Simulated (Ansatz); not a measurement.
**Slab bands of 1 layer of Ag on Au(111)**

Aim: the slab bands of 1 layer of Ag on Au(111), with their weight on the outer layers.

Calculated with Ansatz 0.2.0; plane-wave DFT, PBE, Ansatz PAW, in the first sound run; inputs show where later runs differ.

## 1. The structure

The cell holds 9 atoms: 8 Au and 1 Ag. Cell: a = 2.885 Å, b = 2.885 Å, c = 36.845 Å, α = 90.0°, β = 90.0°, γ = 60.0°. Vacuum lies along c.

## 2. Relaxation

The structure is relaxed first, because levels and dipoles at a surface follow the positions of the outer atoms.

Input file input.yaml:

```yaml
crystal:
  lattice:
    - [2.8849956672, 0.0, 0.0]
    - [1.4424978336, 2.4984795376, 0.0]
    - [0.0, 0.0, 36.8447127863]
  atoms:
    - { symbol: Au, position: [0.3333333333, 0.3333333333, 0.244268426] }
    - { symbol: Au, position: [0.6666666667, 0.6666666667, 0.3082013195] }
    - { symbol: Au, position: [0.0, 0.0, 0.372134213] }
    - { symbol: Au, position: [0.3333333333, 0.3333333333, 0.4360671065] }
    - { symbol: Au, position: [0.6666666667, 0.6666666667, 0.5] }
    - { symbol: Au, position: [0.0, 0.0, 0.5639328935] }
    - { symbol: Au, position: [0.3333333333, 0.3333333333, 0.627865787] }
    - { symbol: Au, position: [0.6666666667, 0.6666666667, 0.6917986805] }
    - { symbol: Ag, position: [0.0, 0.0, 0.755731574] }
kpoints:
  mp_grid: { grid: [18, 18, 1] }
hamiltonian:
  xc: pbe
scf:
  occupations: { method: fermi_dirac, width: 0.1 }
  convergence: { dr2_threshold: 1.0e-08 }
efield:
  axis: 3
  dipole_correction: true
  ramp_position: 0.97
  ramp_width: 0.06
relax:
  f_tol: 0.01
  max_steps: 60
  constraints: [{ sites: [2, 3, 4, 5] }]
output:
  write_potential: true
  write_density: true
  volumetric_format: npy
```

Command:

```bash
ansatz run input.yaml --threads 4 --pin off --max-ram 12288MiB --backend cpu --events-out ev --progress --plain --runs-dir out
```

Numbers of over 12 decimals in the logs are rounded to 6 here.

The program printed:

```text
Engine: ansatz 0.2.0, aarch64-unknown-linux-gnu
Pseudopotentials: kind: paw
Pseudopotential: Au, paw, valence charge 19, recommended cutoff 420 eV (normal), Au.paw.azcp
Pseudopotential: Ag, paw, valence charge 19, recommended cutoff 420 eV (normal), Ag.paw.azcp
Functional definition: PBE
  parameter kappa = 0.804
  parameter beta = 0.066725
  exchange = pbe_x(kappa = kappa, mu = beta*pi^2/3)
  correlation = pbe_c(beta = beta)
Crystal: 9 atoms, lattice volume = 265.580 Å³
Basis set: ecut = 420 eV, 5199 PW (Γ), exchange–correlation on 40×40×500 points (8 copies of the dense FFT grid, shifted against one another)
Bands: 103, of which v1, the nominal top of the filled ones, is band 86 counted from 1 (85 counted from 0)
Symmetry: 6 space group operations
Space group: P3m1 (ITA 156), of the structure as read, at distance tolerance 6.4e-5 Å
k-points: 37 of 324 (time reversal used)
Non-local potential: Au, projectors of the file, l = 0: 3, l = 1: 2, l = 2: 2, l = 3: 1
Non-local potential: Ag, projectors of the file, l = 0: 3, l = 1: 2, l = 2: 2, l = 3: 1
PAW form: soft (Blöchl's): semilocal exchange-correlation on the pseudo side does not see the compensation charge
PAW one-centre angular grid: Au, 590 points (default); XC on 64 Gauss nodes
PAW one-centre angular grid: Ag, 590 points (default); XC on 64 Gauss nodes
Initial density: superposition of atomic densities (neutral atoms: chi_scale 0, normalization atom), corrected by the library's trained network
Initial wavefunctions: pseudopotential atomic-orbital guess
Functional: x = pbe(κ = 0.804, μ = 0.219515), c = pbe(β = 0.066725)
SCF iter   1: F=—  HF=-112784.398625 eV  |F-HF|=—  |Δ(HF+E_count)|=         —  Δρ=3.03e-3  dr2=1.41e0  ethr=1.77e-3  p=0.002 e·Å  D=1.61e-3 V/Å  ΔV_dip=-0.06 eV  dr2_dipole=5.98e-1  V_vac-E_F(+/−)=4.46/4.52 eV  ⟨swp⟩=6.7  Hψ=14980  notcnv=0  defer=147
efield: sawtooth ramp at fractional position 0.9700 (set: `efield.ramp_position`, or a place that a band, a saddle search or an elastic batch's reference lends), width 0.0600; the density the first Hamiltonian is built on has a dipole p = 0.002 e·Å; the dipole correction subtracts the counter field D = 1.61e-3 V/Å, which shifts the + side's vacuum level by -0.06 eV against the − side's; the planar-averaged density in the ramp window peaks in size at 3.5e-6 e/Å³
preconditioner: auto → LDOS  [metal: Δε(μ)=0.031 eV  Ē_g=9.809 eV  σ=0.100 eV  W_gap=0.08  n_scr=46 (ndim 8)  ℏωp=22.7 eV  f_vac=0.404  D(μ)=3.32/eV (n_scr^D=16)  β→1.0]
SCF iter   2: F=—  HF=-112784.378842 eV  |F-HF|=—  |Δ(HF+E_count)|=   1.98e-2  Δρ=1.29e-3  dr2=3.49e-2  ethr=8.23e-4  p=0.020 e·Å  D=1.40e-2 V/Å  ΔV_dip=-0.51 eV  dr2_dipole=1.53e-2  V_vac-E_F(+/−)=4.60/5.11 eV  ⟨swp⟩=2.0  Hψ=4564  notcnv=0  defer=172
SCF iter   3: F=—  HF=-112784.380572 eV  |F-HF|=—  |Δ(HF+E_count)|=   1.73e-3  Δρ=1.05e-3  dr2=8.78e-3  ethr=2.04e-5  p=0.019 e·Å  D=1.28e-2 V/Å  ΔV_dip=-0.47 eV  dr2_dipole=1.52e-3  V_vac-E_F(+/−)=4.61/5.08 eV  ⟨swp⟩=2.1  Hψ=5847  notcnv=0  defer=172
SCF iter   4: F=—  HF=-112784.379166 eV  |F-HF|=—  |Δ(HF+E_count)|=   1.41e-3  Δρ=3.42e-4  dr2=7.33e-4  ethr=5.13e-6  p=0.022 e·Å  D=1.48e-2 V/Å  ΔV_dip=-0.54 eV  dr2_dipole=2.48e-5  V_vac-E_F(+/−)=4.60/5.15 eV  ⟨swp⟩=2.4  Hψ=5850  notcnv=0  defer=172
SCF iter   5: F=—  HF=-112784.379012 eV  |F-HF|=—  |Δ(HF+E_count)|=   1.54e-4  Δρ=4.83e-5  dr2=1.26e-5  ethr=4.29e-7  p=0.022 e·Å  D=1.47e-2 V/Å  ΔV_dip=-0.54 eV  dr2_dipole=6.75e-6  V_vac-E_F(+/−)=4.60/5.14 eV  ⟨swp⟩=3.0  Hψ=6607  notcnv=0  defer=172
SCF iter   6: F=—  HF=-112784.378798 eV  |F-HF|=—  |Δ(HF+E_count)|=   2.14e-4  Δρ=1.81e-5  dr2=2.37e-6  ethr=7.36e-9  p=0.022 e·Å  D=1.48e-2 V/Å  ΔV_dip=-0.54 eV  dr2_dipole=1.02e-6  V_vac-E_F(+/−)=4.60/5.15 eV  ⟨swp⟩=2.4  Hψ=6761  notcnv=0  defer=171
SCF iter   7: F=—  HF=-112784.378798 eV  |F-HF|=—  |Δ(HF+E_count)|=   3.05e-8  Δρ=4.75e-6  dr2=1.73e-7  ethr=1.38e-9  p=0.022 e·Å  D=1.48e-2 V/Å  ΔV_dip=-0.55 eV  dr2_dipole=4.00e-8  V_vac-E_F(+/−)=4.60/5.15 eV  ⟨swp⟩=2.1  Hψ=5501  notcnv=0  defer=171
SCF iter   8: F=—  HF=-112784.378798 eV  |F-HF|=—  |Δ(HF+E_count)|=   2.87e-8  Δρ=2.01e-6  dr2=2.40e-8  ethr=1.01e-10  p=0.022 e·Å  D=1.49e-2 V/Å  ΔV_dip=-0.55 eV  dr2_dipole=4.86e-9  V_vac-E_F(+/−)=4.60/5.15 eV  ⟨swp⟩=2.1  Hψ=5442  notcnv=0  defer=171
SCF iter   9: F=-112784.378798 eV  HF=-112784.378798 eV  |F-HF|=9.39e-9  |Δ(HF+E_count)|=   1.90e-8  Δρ=7.00e-7  dr2=2.17e-9  ethr=5.85e-12  p=0.022 e·Å  D=1.49e-2 V/Å  ΔV_dip=-0.55 eV  dr2_dipole=2.82e-10  V_vac-E_F(+/−)=4.60/5.15 eV  ⟨swp⟩=9.8  Hψ=24836  notcnv=0
SCF 1 converged in 9 iterations: F = -112784.378798 eV  dr2 = 2.17e-9
  greatest PAW one-centre occupation: 1.000 electrons in one spin orbital (limit 2), on the Ag atom at site 8 (counted from 0), in its partial waves of l = 0
relax step   1: F+E_penalty+E_count = -112784.37879781 eV  Δ(F+E_penalty+E_count) = +0.000e0 eV  max|allowed force component| = 4.842e-1 eV/Å  Δτ_max = 0.0000 Å  (9 SCF iters, accepted)
Initial density: handed on by an earlier stage of this run
Initial wavefunctions: those handed on with the density
iter 1 solved again at ethr=7.19e-5 eV; its pass at ethr=3.10e-3 eV (dr2=1.23e-1 eV) is discarded
SCF iter   1: F=—  HF=-112784.487398 eV  |F-HF|=—  |Δ(HF+E_count)|=         —  Δρ=5.71e-3  dr2=1.12e-1  ethr=7.19e-5  p=0.022 e·Å  D=1.49e-2 V/Å  ΔV_dip=-0.55 eV  dr2_dipole=2.46e-2  V_vac-E_F(+/−)=4.63/5.18 eV  ⟨swp⟩=2.0  Hψ=15340  notcnv=0  defer=198
efield: sawtooth ramp at fractional position 0.9700 (set: `efield.ramp_position`, or a place that a band, a saddle search or an elastic batch's reference lends), width 0.0600; the density the first Hamiltonian is built on has a dipole p = 0.022 e·Å; the dipole correction subtracts the counter field D = 1.49e-2 V/Å, which shifts the + side's vacuum level by -0.55 eV against the − side's; the planar-averaged density in the ramp window peaks in size at 2.7e-5 e/Å³
preconditioner: auto → LDOS  [metal: Δε(μ)=0.021 eV  Ē_g=9.754 eV  σ=0.100 eV  W_gap=0.05  n_scr=46 (ndim 8)  ℏωp=22.7 eV  f_vac=0.396  D(μ)=3.35/eV (n_scr^D=16)  β→1.0]
SCF iter   2: F=—  HF=-112784.489177 eV  |F-HF|=—  |Δ(HF+E_count)|=   1.78e-3  Δρ=4.13e-3  dr2=1.47e-1  ethr=6.58e-5  p=0.021 e·Å  D=1.40e-2 V/Å  ΔV_dip=-0.52 eV  dr2_dipole=5.76e-4  V_vac-E_F(+/−)=4.57/5.09 eV  ⟨swp⟩=2.4  Hψ=6274  notcnv=0  defer=198
SCF iter   3: F=—  HF=-112784.464143 eV  |F-HF|=—  |Δ(HF+E_count)|=   2.50e-2  Δρ=7.78e-4  dr2=6.03e-3  ethr=6.58e-5  p=0.024 e·Å  D=1.63e-2 V/Å  ΔV_dip=-0.60 eV  dr2_dipole=3.89e-4  V_vac-E_F(+/−)=4.62/5.22 eV  ⟨swp⟩=2.0  Hψ=6009  notcnv=0  defer=198
[...]
SCF iter   6: F=—  HF=-112784.482205 eV  |F-HF|=—  |Δ(HF+E_count)|=   5.64e-5  Δρ=2.69e-5  dr2=2.63e-6  ethr=5.66e-8  p=0.024 e·Å  D=1.61e-2 V/Å  ΔV_dip=-0.59 eV  dr2_dipole=2.48e-7  V_vac-E_F(+/−)=4.67/5.26 eV  ⟨swp⟩=2.3  Hψ=6062  notcnv=0  defer=236
SCF iter   7: F=—  HF=-112784.482067 eV  |F-HF|=—  |Δ(HF+E_count)|=   1.38e-4  Δρ=9.59e-6  dr2=5.15e-7  ethr=1.54e-9  p=0.024 e·Å  D=1.61e-2 V/Å  ΔV_dip=-0.59 eV  dr2_dipole=7.06e-8  V_vac-E_F(+/−)=4.67/5.26 eV  ⟨swp⟩=2.8  Hψ=6640  notcnv=0  defer=234
SCF iter   8: F=—  HF=-112784.482067 eV  |F-HF|=—  |Δ(HF+E_count)|=   1.98e-7  Δρ=2.59e-6  dr2=5.66e-8  ethr=3.01e-10  p=0.024 e·Å  D=1.61e-2 V/Å  ΔV_dip=-0.59 eV  dr2_dipole=6.44e-9  V_vac-E_F(+/−)=4.67/5.26 eV  ⟨swp⟩=2.0  Hψ=4959  notcnv=0  defer=234
SCF iter   9: F=-112784.482067 eV  HF=-112784.482067 eV  |F-HF|=7.28e-11  |Δ(HF+E_count)|=   7.87e-9  Δρ=1.04e-6  dr2=5.84e-9  ethr=5.85e-12  p=0.024 e·Å  D=1.61e-2 V/Å  ΔV_dip=-0.59 eV  dr2_dipole=9.52e-13  V_vac-E_F(+/−)=4.67/5.26 eV  ⟨swp⟩=9.8  Hψ=25307  notcnv=0
SCF 3 converged in 9 iterations: F = -112784.482067 eV  dr2 = 5.84e-9
relax step   3: F+E_penalty+E_count = -112784.48206708 eV  Δ(F+E_penalty+E_count) = -1.854e-2 eV  max|allowed force component| = 2.765e-2 eV/Å  Δτ_max = 0.1414 Å  (9 SCF iters, accepted)
SCF iter   1: F=—  HF=-112784.482780 eV  |F-HF|=—  |Δ(HF+E_count)|=         —  Δρ=5.76e-4  dr2=1.06e-3  ethr=7.28e-6  p=0.024 e·Å  D=1.61e-2 V/Å  ΔV_dip=-0.59 eV  dr2_dipole=1.41e-4  V_vac-E_F(+/−)=4.67/5.26 eV  ⟨swp⟩=3.8  Hψ=8026  notcnv=0  defer=240
efield: sawtooth ramp at fractional position 0.9700 (set: `efield.ramp_position`, or a place that a band, a saddle search or an elastic batch's reference lends), width 0.0600; the density the first Hamiltonian is built on has a dipole p = 0.024 e·Å; the dipole correction subtracts the counter field D = 1.61e-2 V/Å, which shifts the + side's vacuum level by -0.59 eV against the − side's; the planar-averaged density in the ramp window peaks in size at 1.2e-5 e/Å³
preconditioner: auto → LDOS  [metal: Δε(μ)=0.011 eV  Ē_g=9.705 eV  σ=0.100 eV  W_gap=0.03  n_scr=46 (ndim 8)  ℏωp=22.7 eV  f_vac=0.390  D(μ)=3.42/eV (n_scr^D=16)  β→1.0]
SCF iter   2: F=—  HF=-112784.482723 eV  |F-HF|=—  |Δ(HF+E_count)|=   5.71e-5  Δρ=4.27e-4  dr2=1.32e-3  ethr=6.20e-7  p=0.024 e·Å  D=1.63e-2 V/Å  ΔV_dip=-0.60 eV  dr2_dipole=3.41e-4  V_vac-E_F(+/−)=4.66/5.26 eV  ⟨swp⟩=2.8  Hψ=7461  notcnv=0  defer=240
SCF iter   3: F=—  HF=-112784.482514 eV  |F-HF|=—  |Δ(HF+E_count)|=   2.09e-4  Δρ=1.08e-4  dr2=9.80e-5  ethr=6.20e-7  p=0.024 e·Å  D=1.61e-2 V/Å  ΔV_dip=-0.59 eV  dr2_dipole=6.03e-5  V_vac-E_F(+/−)=4.67/5.26 eV  ⟨swp⟩=2.0  Hψ=5907  notcnv=0  defer=240
SCF iter   4: F=—  HF=-112784.482484 eV  |F-HF|=—  |Δ(HF+E_count)|=   3.03e-5  Δρ=6.40e-5  dr2=3.54e-5  ethr=5.73e-8  p=0.024 e·Å  D=1.61e-2 V/Å  ΔV_dip=-0.59 eV  dr2_dipole=1.73e-5  V_vac-E_F(+/−)=4.67/5.26 eV  ⟨swp⟩=2.5  Hψ=6592  notcnv=0  defer=240
SCF iter   5: F=—  HF=-112784.482488 eV  |F-HF|=—  |Δ(HF+E_count)|=   3.89e-6  Δρ=3.01e-5  dr2=3.62e-6  ethr=2.07e-8  p=0.024 e·Å  D=1.61e-2 V/Å  ΔV_dip=-0.59 eV  dr2_dipole=1.21e-6  V_vac-E_F(+/−)=4.67/5.26 eV  ⟨swp⟩=2.2  Hψ=6386  notcnv=0  defer=240
SCF iter   6: F=—  HF=-112784.482344 eV  |F-HF|=—  |Δ(HF+E_count)|=   1.44e-4  Δρ=3.41e-6  dr2=3.39e-8  ethr=2.12e-9  p=0.024 e·Å  D=1.61e-2 V/Å  ΔV_dip=-0.59 eV  dr2_dipole=5.68e-11  V_vac-E_F(+/−)=4.67/5.26 eV  ⟨swp⟩=2.9  Hψ=6886  notcnv=0  defer=240
SCF iter   7: F=-112784.482344 eV  HF=-112784.482344 eV  |F-HF|=7.55e-9  |Δ(HF+E_count)|=   4.23e-9  Δρ=9.56e-7  dr2=3.86e-9  ethr=5.85e-12  p=0.024 e·Å  D=1.61e-2 V/Å  ΔV_dip=-0.59 eV  dr2_dipole=5.40e-10  V_vac-E_F(+/−)=4.67/5.26 eV  ⟨swp⟩=10.2  Hψ=26262  notcnv=0
SCF 4 converged in 7 iterations: F = -112784.482344 eV  dr2 = 3.86e-9
relax step   4: F+E_penalty+E_count = -112784.48234393 eV  Δ(F+E_penalty+E_count) = -2.768e-4 eV  max|allowed force component| = 4.497e-3 eV/Å  Δτ_max = 0.0200 Å  (7 SCF iters, accepted)
NSCF: frozen V_eff on 37 k-points
the band table was solved once a step of the walk had ended and its energy, with any forces and stress, was formed, with the checks that follow a solve (20345 applications of the Hamiltonian). They found nothing against the state; the energy, forces and stress were not computed again (output.eigenvalues in the input reference)
WARN: The output density's exchange-correlation potential varies sharply where the density is thin. Do not read a vacuum level from v_tot or v_xc, or from such a field of the output density. On a cell that repeats whose density bears no net charge and no dipole along the vacuum's axis use v_es (v_loc + v_h of the components); under efield.dipole_correction with no amplitude use v_es + v_field, which holds any externa [...]
SCF converged after 7 iterations
Free energy (F): -112784.482344 eV
Harris-Foulkes:  -112784.482344 eV  (|F-HF|=7.55e-9)
Internal energy: -112784.376127 eV  (E = F + TS)
E sigma→0 (E₀):  -112784.429235 eV
Entropy (-TS):   -0.106217 eV (-11.802 meV/atom)
Fermi energy:    9.582166 eV
Dipole field:    D = 0.016024 V/Å  (p = 0.023518 e·Å, saw-weighted, corrected)
Work function:   Φ+ = 4.6696 eV   Φ− = 5.2600 eV
Levels:          The Fermi level and band energies are counted from a zero that moves with the ramp; work functions are not
--- Per-component energies (eV) ---
  E_band       = -3686.218940
  E_kinetic    = 5363.913193
  E_local      = -400937.444526  (includes V_loc(G=0)·N_el)
  E_nonlocal   = 674.849312
  E_hartree    = 198475.978823
  E_xc         = -2006.999057
  E_vxc        = -2434.020308  (∫ρ·V_xc dr)
  E_paw        = -81556.593216  (= ΣΔE_a)
  E_vpaw       = -3305.393333  (= ΣTr[D̂ρ^β])
  E_aug_tail   = 0.011949  (compensation charges beyond the density's cutoff)
  E_efield     = 0.000188  (sawtooth field / dipole correction)
  E_vefield    = -0.090456  (∫n·V_field dr)
  E_ewald      = 167201.907206
  E_smearing   = -0.106217  (= −TS)
  E_closure    = 0.000000  (closes the sum)
  Σ components = -112784.482344   (vs F -112784.482344, Δ=0.00e0)
--- Forces (eV/Å), atoms counted from 1 ---
  atom   1  Au     0.00000000     0.00000000    -0.00078562
  atom   2  Au     0.00000000     0.00000000    -0.00039984
  atom   3  Au    -0.00000000     0.00000000    -0.39693043
  atom   4  Au     0.00000000     0.00000000     0.00177341
  atom   5  Au    -0.00000000    -0.00000000    -0.00740212
  atom   6  Au     0.00000000    -0.00000000     0.40300693
  atom   7  Au    -0.00000000    -0.00000000     0.00309398
  atom   8  Au    -0.00000000    -0.00000000    -0.00449697
  atom   9  Ag     0.00000000    -0.00000000     0.00215879
  max |Σ_I F_I| component: 1.81e-5 eV/Å
--- Band table (eV; the first three rows and the last of 37) ---
  k-point 0: bands = [... 82 lower, 7.2443, 7.2443, 7.4581, 7.4581, 7.5179, 7.5907, 7.5907, 9.0279, ... 13 higher]
  k-point 1: bands = [... 82 lower, 7.1040, 7.2466, 7.3445, 7.4603, 7.5341, 7.5937, 8.1366, 9.2509, ... 13 higher]
  k-point 2: bands = [... 82 lower, 7.0688, 7.2514, 7.4176, 7.4650, 7.6027, 7.9570, 8.7176, 9.7643, ... 13 higher]
  k-point 36: bands = [... 82 lower, 12.2305, 12.2344, 12.4463, 12.5874, 12.6633, 12.7832, 13.0615, 13.7936, ... 13 higher]
--- Relaxed structure (4 steps of the walk, 4 accepted, 0 SCFs on fresh bases) ---
  F+E_penalty+E_count = -112784.48234393 eV   max|allowed force component| = 4.497e-3 eV/Å
  atoms:
    - { symbol: Au, position: [0.333333, 0.333333, 0.237403] }
    - { symbol: Au, position: [0.666667, 0.666667, 0.305479] }
    - { symbol: Au, position: [0.0, 0.0, 0.372134] }
    - { symbol: Au, position: [0.333333, 0.333333, 0.4360671065] }
    - { symbol: Au, position: [0.666667, 0.666667, 0.500000] }
    - { symbol: Au, position: [0.0, 0.0, 0.563933] }
    - { symbol: Au, position: [0.333333, 0.333333, 0.630792] }
    - { symbol: Au, position: [0.666667, 0.666667, 0.698042] }
    - { symbol: Ag, position: [8.04921395271569e-18, 0, 0.764247] }
```

The job ended after 99 s (4 threads of Arm Neoverse V2, shared host; peak memory 1.2 GiB).

Relaxation path:

```csv
step,energy less that of the first step (eV),largest force component (eV/Å)
1,0.0000,0.4842
2,-0.0847,0.1683
3,-0.1033,0.0276
4,-0.1035,0.0045
```

The run keeps the 6 symmetry operations that it works with, so distortions that break them were not tested.

The atoms that moved most (Å):

```csv
atom,dx,dy,dz,length
Ag9,0.000,0.000,0.314,0.314
Au1,0.000,0.000,-0.253,0.253
Au8,0.000,0.000,0.230,0.230
Au7,0.000,0.000,0.108,0.108
Au2,0.000,0.000,-0.100,0.100
```

Final coordinates:

```cif
data_structure
_symmetry_space_group_name_H-M 'P 1'
_symmetry_Int_Tables_number 1
_cell_length_a 2.8850
_cell_length_b 2.8850
_cell_length_c 36.8447
_cell_angle_alpha 90.000
_cell_angle_beta 90.000
_cell_angle_gamma 60.000
_cell_volume 265.58
loop_
_atom_site_label
_atom_site_type_symbol
_atom_site_fract_x
_atom_site_fract_y
_atom_site_fract_z
_atom_site_occupancy
Au1 Au 0.33333 0.33333 0.23740 1
Au2 Au 0.66667 0.66667 0.30548 1
Au3 Au 0.00000 0.00000 0.37213 1
Au4 Au 0.33333 0.33333 0.43607 1
Au5 Au 0.66667 0.66667 0.50000 1
Au6 Au 0.00000 0.00000 0.56393 1
Au7 Au 0.33333 0.33333 0.63079 1
Au8 Au 0.66667 0.66667 0.69804 1
Ag9 Ag 0.00000 0.00000 0.76425 1
```

This step gave:

- energy at zero smearing: -112784.4292 eV
- work function, upper face: 4.670 eV
- work function, lower face: 5.260 eV
- dipole along the normal: 0.02352 e·Å
- step between the vacuum levels: -0.5904 eV

The relaxation took 4 steps and lowered the energy by 0.10 eV; the largest force on the free atoms ends at 0.0045 eV/Å.

The work function of the upper face is 4.67 eV.

(Part 1 of 3 ends here.)

[Logs are printed without paths, hosts, clocks, repeated set-up lines and the standing remarks that a program may print on its own settings, such as how far it seeks lower states.]

[Hosts, paths, dates, database ids (printed as entryN), source tags and the programs' standing remarks are cut or masked in the printed files.]

[Maps of the electrostatic potential energy from Ansatz leave out the sawtooth potential of an applied field or a dipole correction, so their vacuum need not be flat; planar profiles and work functions include it.]
